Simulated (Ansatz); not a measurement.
# LiPbBr3 (model cell, started as cubic perovskite with Pb in the octahedra): the cell at rest, part 2 of 2

Wanted: the relaxed cell of LiPbBr3 (model cell, started as cubic perovskite with Pb in the octahedra).

Ansatz 0.2.0; DFT LDA, scalar-relativistic, plane waves, PAW; PAW set soft_1.

So far. Step 2 (A coarse first look): The coarse mesh shows a gap of 1.89 eV and a pressure of -3.1 GPa.

The structure was built from a prototype and need not be the compound's stable phase.

## (4) Bringing the structure to rest (continued)

Electrostatic potential energy in the ac plane at fractional y = 0.500, with atoms of Pb and Br within 0.2 Å of it. With pseudopotentials it is smooth inside the atoms' cores, unlike the true potential.

Ten even steps from '_' (-60 eV) to '@' (7 eV), each cell a mean:
```
@@@@@@@@@@%%==____..**@@@@@@@@@@
@@@@@@@@@@@@##==--++%%@@@@@@@@@@
@@@@@@@@@@@@@@%%%%%%@@@@@@@@@@@@
@@@@@@@@@@@@@@@@@@@@@@@@@@@@@@@@
@@@@@@@@@@@@%%%%%%%%@@@@@@@@@@@@
++##%%@@@@%%**====++##@@@@@@%%**
__--##@@@@##--------++%%@@%%++..
____++%%%%**--------==%%@@%%--__
__..**%%@@##--------==%%@@%%==__
--++%%@@@@%%++------**%%@@@@##==
%%%%@@@@@@@@%%##**##%%@@@@@@@@%%
@@@@@@@@@@@@@@@@%%@@@@@@@@@@@@@@
@@@@@@@@@@@@@@%%%%@@@@@@@@@@@@@@
@@@@@@@@@@@@%%**++##%%@@@@@@@@@@
@@@@@@@@@@%%++..__--##@@@@@@@@@@
@@@@@@@@@@%%--______++@@@@@@@@@@
```
Columns run along a (5.8 Å; values clipped at the 3rd and 97th percentile), rows up along c (5.8 Å). Atoms in or near the plane, at fractional coordinates: Pb at (0.50, 0.50), Br at (0.50, 0.00), Br at (0.00, 0.50).

In this step the volume went from 38.32 to 38.32 Å³/atom.

## (5) Relaxing to small forces for the phonons, k-mesh 4×4×4

Phonons need a cell at rest on their own settings, so the relaxation is repeated with tight tolerances on forces and stress, using the mesh and the filling of the phonon run that follows.

File input.yaml:

```yaml
crystal:
  lattice:
    - [5.7647454839, 0.0, 0.0]
    - [0.0, 5.7647454839, 0.0]
    - [0.0, 0.0, 5.7647454839]
  atoms:
    - { symbol: Li, position: [0.0, 0.0, 0.0] }
    - { symbol: Pb, position: [0.5, 0.5, 0.5] }
    - { symbol: Br, position: [0.5, 0.5, 0.0] }
    - { symbol: Br, position: [0.5, 0.0, 0.5] }
    - { symbol: Br, position: [0.0, 0.5, 0.5] }
kpoints:
  mp_grid: { grid: [4, 4, 4] }
hamiltonian:
  xc: lda
  pseudopotentials: { kind: paw, azcp: { folder: soft_1 }, xc_functional: pbe }
scf:
  occupations: { method: fixed }
output:
  forces: true
  stress: true
  eigenvalues: true
relax:
  adjacent_minimum: "off"
  f_tol: 0.001
  max_steps: 60
  cell: { stress_tol: 0.01 }
```

On the command line:

```
$ ansatz run input.yaml --threads 4 --pin off --max-ram 16384MiB --backend cpu --events-out ev --progress --plain --runs-dir out
```

Numbers of over 12 decimals in the logs are rounded to 6 here.

The log of the run:

```text
[...]
Crystal: 5 atoms, lattice volume = 191.576 Å³
Basis set: ecut = 420 eV, 3743 PW (Γ)
Bands: 24, of which v1, the nominal top of the filled ones, is band 19 counted from 1 (18 counted from 0)
Symmetry: 48 space group operations
[...]
k-points: 10 of 64
[...]
--- Relaxed structure (2 steps of the walk, 2 accepted, 1 SCFs on fresh bases) ---
[...]
cell:  # Å, volume = 191.4101 Å³
    - [5.763084, 0, 0]
    - [0, 5.763084, 0]
    - [0, 0, 5.763084]
  atoms:
    - { symbol: Li, position: [0, 0, 0] }
    - { symbol: Pb, position: [0.5, 0.5, 0.5] }
    - { symbol: Br, position: [0.5, 0.5, 0] }
    - { symbol: Br, position: [0.5, 0, 0.5] }
    - { symbol: Br, position: [0, 0.5, 0.5] }
[key lines of the parts left out:]
SCF converged after 5 iterations
Free energy (F): -19891.106156 eV
Fermi energy:    2.714678 eV
P = ⅓ Tr σ = -0.0051 GPa (-0.051 kbar)
```

Elapsed: 2.9 s, on 4 threads of Arm Neoverse V1, shared host; peak memory 0.46 GiB.

Little changed from the start: no atom moved by 0.005 Å and no cell edge by 0.1 %.

This step gave:

| Quantity | Value |
| --- | --- |
| pressure | -0.005083 GPa |
| gap on the k-mesh | 1.009 eV |
| volume per atom | 38.28 Å³ |
| direct gap on mesh | 1.203 eV |

The forces vanish by symmetry and the pressure is -0.005 GPa, within the tolerances set. The cell now holds 38.28 Å³/atom.

## (6) Relaxing to small forces for the phonons, k-mesh 8×8×8

The k mesh is raised to 8×8×8 since a zone-centre run on the first mesh warned that it was too coarse for the force constants, and the cell is relaxed again on it.

input.yaml, as its differences from that of step 5:

```diff
@@ -2,5 +2,5 @@
   lattice:
-    - [5.7647454839, 0.0, 0.0]
-    - [0.0, 5.7647454839, 0.0]
-    - [0.0, 0.0, 5.7647454839]
+    - [5.7630843361, 0.0, 0.0]
+    - [0.0, 5.7630843361, 0.0]
+    - [0.0, 0.0, 5.7630843361]
   atoms:
@@ -12,3 +12,3 @@
 kpoints:
-  mp_grid: { grid: [4, 4, 4] }
+  mp_grid: { grid: [8, 8, 8] }
 hamiltonian:
```

The log of the run:

```text
[...]
Crystal: 5 atoms, lattice volume = 191.410 Å³
Basis set: ecut = 420 eV, 3743 PW (Γ)
Bands: 24, of which v1, the nominal top of the filled ones, is band 19 counted from 1 (18 counted from 0)
Symmetry: 48 space group operations
[...]
k-points: 35 of 512
[...]
--- Relaxed structure (3 steps of the walk, 3 accepted, 1 SCFs on fresh bases) ---
[...]
cell:  # Å, volume = 190.0263 Å³
    - [5.749162, 0, 0]
    - [0, 5.749162, 0.0]
    - [0, 0.0, 5.749162]
  atoms:
    - { symbol: Li, position: [0, 0, 0] }
    - { symbol: Pb, position: [0.500000, 0.500000, 0.500000] }
    - { symbol: Br, position: [0.500000, 0.500000, 0] }
    - { symbol: Br, position: [0.500000, 0, 0.500000] }
    - { symbol: Br, position: [0, 0.500000, 0.500000] }
[key lines of the parts left out:]
SCF converged after 5 iterations
Free energy (F): -19891.154556 eV
Fermi energy:    2.812842 eV
P = ⅓ Tr σ = 0.0002 GPa (0.002 kbar)
```

The job ended after 11 s (4 threads; peak memory 0.52 GiB; 41 s of CPU time).

Relaxation path:

| step | energy less that of the first step (eV) | largest force component (eV/Å) | pressure (GPa) | volume (Å³) |
| --- | --- | --- | --- | --- |
| 1 | 0.0000 | 0.0000 | -0.17 | 191.41 |
| 2 | -0.0008 | 0.0000 | -0.04 | 190.32 |
| 3 | -0.0009 | 0.0000 | 0.00 | 190.03 |
| 4* | -0.0007 | 0.0000 | 0.00 | 190.03 |

Relaxation steps marked * repeat the geometry before them on a plane-wave basis chosen anew for their cell, so energy and pressure can jump there.

Forces are held to the 48 operations that the run works with; a distortion that breaks them can't arise in this run.

| conventional cell, symmetrised | before | after | change |
| --- | --- | --- | --- |
| a (Å) | 5.763 | 5.749 | -0.2 % |
| b (Å) | 5.763 | 5.749 | -0.2 % |
| c (Å) | 5.763 | 5.749 | -0.2 % |
| volume (Å³/atom) | 38.28 | 38.01 | -0.7 % |

The relaxed structure:

```xyz
5
Lattice="5.7492 0.0000 0.0000 0.0000 5.7492 0.0000 0.0000 0.0000 5.7492" Properties=species:S:1:pos:R:3 pbc="T T T"
Li    0.0000    0.0000    0.0000
Pb    2.8746    2.8746    2.8746
Br    2.8746    2.8746    0.0000
Br    2.8746    0.0000    2.8746
Br    0.0000    2.8746    2.8746
```

This step gave:

```
pressure           : 1.55e-4 GPa
gap on the k-mesh  : 0.9563 eV
volume per atom    : 38.01 Å³
direct gap on mesh : 1.181 eV
```

The forces vanish by symmetry and the pressure is 0.000 GPa, within the tolerances set. The cell now holds 38.01 Å³/atom.

## (7) Results

| Quantity | Value |
| --- | --- |
| space group after relaxation (within 0.01 Å) | Pm-3m |
| lattice constant a | 5.749 Å |
| lattice constant b | 5.749 Å |
| lattice constant c | 5.749 Å |
| volume per atom | 38.0 Å³ |
| gap on the k-mesh | 0.956 eV |

In words: The forces vanish by symmetry and the pressure is 0.000 GPa, within the tolerances set. The cell now holds 38.01 Å³/atom. The relaxation keeps the symmetry of its start, so it says nothing on stability against lower symmetry. Spin-orbit coupling is left out, which can matter for the heavy elements here. The PAW files were made for PBE and serve the other functionals too. The starting cell was built on a prototype and not taken from a measurement, so the phase need not exist.

[Logs are printed without paths, hosts, clocks, repeated set-up lines and the standing remarks that a program may print on its own settings, such as how far it seeks lower states.]

[Hosts, paths, dates, database ids (printed as entryN), source tags and the programs' standing remarks are cut or masked in the printed files.]
